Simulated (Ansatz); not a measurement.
Entries from a set of simulations; values are calculated unless marked as measured.

## From HSE06 to G0W0: Ge3H (hydrogen-terminated (111) film, 6 layers)

The cell holds 8 atoms: 6 Ge and 2 H. Its edges and angles: a = 4.001 Å, b = 4.001 Å, c = 43.900 Å, α = 90.0°, β = 90.0°, γ = 120.0°. It derives from Ge. Vacuum lies along c.

```xyz
8
Lattice="4.0008 0.0000 0.0000 -2.0004 3.4648 0.0000 0.0000 0.0000 43.9000" Properties=species:S:1:pos:R:3
Ge    0.0000    2.3099   18.3167
Ge    0.0000    0.0000   19.0983
Ge    0.0000    0.0000   21.5412
Ge    2.0004    1.1549   22.3588
Ge    2.0004    1.1549   24.8017
Ge    0.0000    2.3099   25.5833
H     0.0000    2.3099   16.7641
H     0.0000    2.3099   27.1359
```

```
method                                             : G0W0 on HSE06, plane waves, PAW; PAW set soft_1 (and 1 further level or step)
program                                            : Ansatz 0.2.0
settings of one run                                : cutoff 420 eV, 6×6×1 k-mesh, PAW set soft 1, empty bands 417, screening cutoff 45 eV, screening contour deformation, QP bands (v2, c2), strain 0, termination H
cost                                               : 2 runs, 3.1 min in all on 1 × NVIDIA H100 80GB HBM3 (shared by 6 runs) with 3 threads of AMD EPYC 7R13 (Zen 3), shared host (the runs of this entry)
notes                                              : In doubt: masses and optical values from hybrid runs of this build are listed as unsure (in some of the runs), which bears on the screening that GW takes from such a start. Values taken over the cell’s volume include its vacuum. The structure was relaxed with PBEsol (ions only). Limits: coarse mesh for a sheet; no spin-orbit coupling.
HSE06 gap over mesh and listed points              : 1.192 eV, direct, at k = Γ
G0W0@HSE06 gap over 5 of 7 irreducible mesh points : 1.616 eV, direct, at k = Γ
GW settings                                        : 6×6×1 mesh, 417 empty bands, screening to 45 eV, PAW set soft_1 files
known limits                                       : finite bands, screening cutoff and k mesh; no spin-orbit coupling in G0W0
```

Over 5 of 7 irreducible mesh points the G0W0 gap is 1.616 eV, direct, at k = Γ. The HSE06 gap of this run on the mesh is 1.192 eV. The two states that bound the G0W0 gap lie that far apart at the start, so the correction of the gap is 1.616 − 1.192 = +0.424 eV. The valence state moves by −4.658 − (−4.757) = +0.099 eV and the conduction state by −3.042 − (−3.565) = +0.523 eV, on the run's own scale; how far single levels stand from their limit in bands is not shown.

[Paths, hosts, dates, memory and timing lines, banners, echoed tables and standing remarks are left out of the program output.]

[Logs are printed without paths, hosts, clocks, repeated set-up lines and the standing remarks that a program may print on its own settings, such as how far it seeks lower states.]

[Runs of the session that timed out or met a known fault of the program may be left out.]

[Cells called generated may have been cut or substituted from an entry of the Crystallography Open Database or the Materials Project.]

[Hosts, paths, dates, database ids (printed as entryN), source tags and the programs' standing remarks are cut or masked in the printed files.]
